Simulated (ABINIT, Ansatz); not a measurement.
An input for ABINIT 10.8.3 (Al2O3 (Corundum)):

```
acell 3*1.0 Angstrom
rprim 
  2.380249999995 1.374237978213 4.331866666707
  -2.380249999995 1.374237978213 4.331866666707
  -0.000000000000 -2.748475956495 4.331866666685
ntypat 2
znucl 13 8
natom 10
typat 1 1 1 1 2 2 2 2 2 2
xred 
  0.352160000000 0.352160000000 0.352160000000
  0.147840000000 0.147840000000 0.147840000000
  0.647840000000 0.647840000000 0.647840000000
  0.852160000000 0.852160000000 0.852160000000
  0.556680000000 0.943320000000 0.250000000000
  0.250000000000 0.556680000000 0.943320000000
  0.943320000000 0.250000000000 0.556680000000
  0.443320000000 0.056680000000 0.750000000000
  0.750000000000 0.443320000000 0.056680000000
  0.056680000000 0.750000000000 0.443320000000
pp_dirpath "pseudos"
pseudos "Al.upf, O.upf"
ecut 36
ngkpt 4 4 4
nshiftk 1
shiftk 0 0 0
kptopt 1
chksymbreak 0
istwfk *1
occopt 1
irdwfk 1
optdriver 3
nband 82
ecuteps 3.6
inclvkb 2
awtr 1
symchi 1
indata_prefix "in"
outdata_prefix "out"
tmpdata_prefix "tmp"
```

```sh
OMP_NUM_THREADS=1 mpirun -n 8 abinit run.abi > log
```

Q: Estimate wall time and host memory on 8 MPI ranks of Intel Xeon Platinum 8488C (Sapphire Rapids), shared host.

It took 85 s; on shared hardware allow 43 s to 2.8 min. Peak host memory was 3.7 GiB.

[Paths, hosts, dates, memory and timing lines, banners, echoed tables and standing remarks are left out of the program output.]

[Logs are printed without paths, hosts, clocks, repeated set-up lines and the standing remarks that a program may print on its own settings, such as how far it seeks lower states.]

[Runs of the session that timed out or met a known fault of the program may be left out.]

[No measured gap is set beside runs whose start may be inverted or whose files or cutoffs have a known fault.]

[Hosts, paths, dates, database ids (printed as entryN), source tags and the programs' standing remarks are cut or masked in the printed files.]

[G0W0 gaps are taken among the corrected bands and points alone; a level outside them can change the order at an edge.]

[Where Ansatz stands beside ABINIT at settings called matched, ABINIT's density can come from a denser mesh and the files from another edition; pairs whose starting gaps differed by over 0.03 eV were left out, so agreement reads better than it is.]
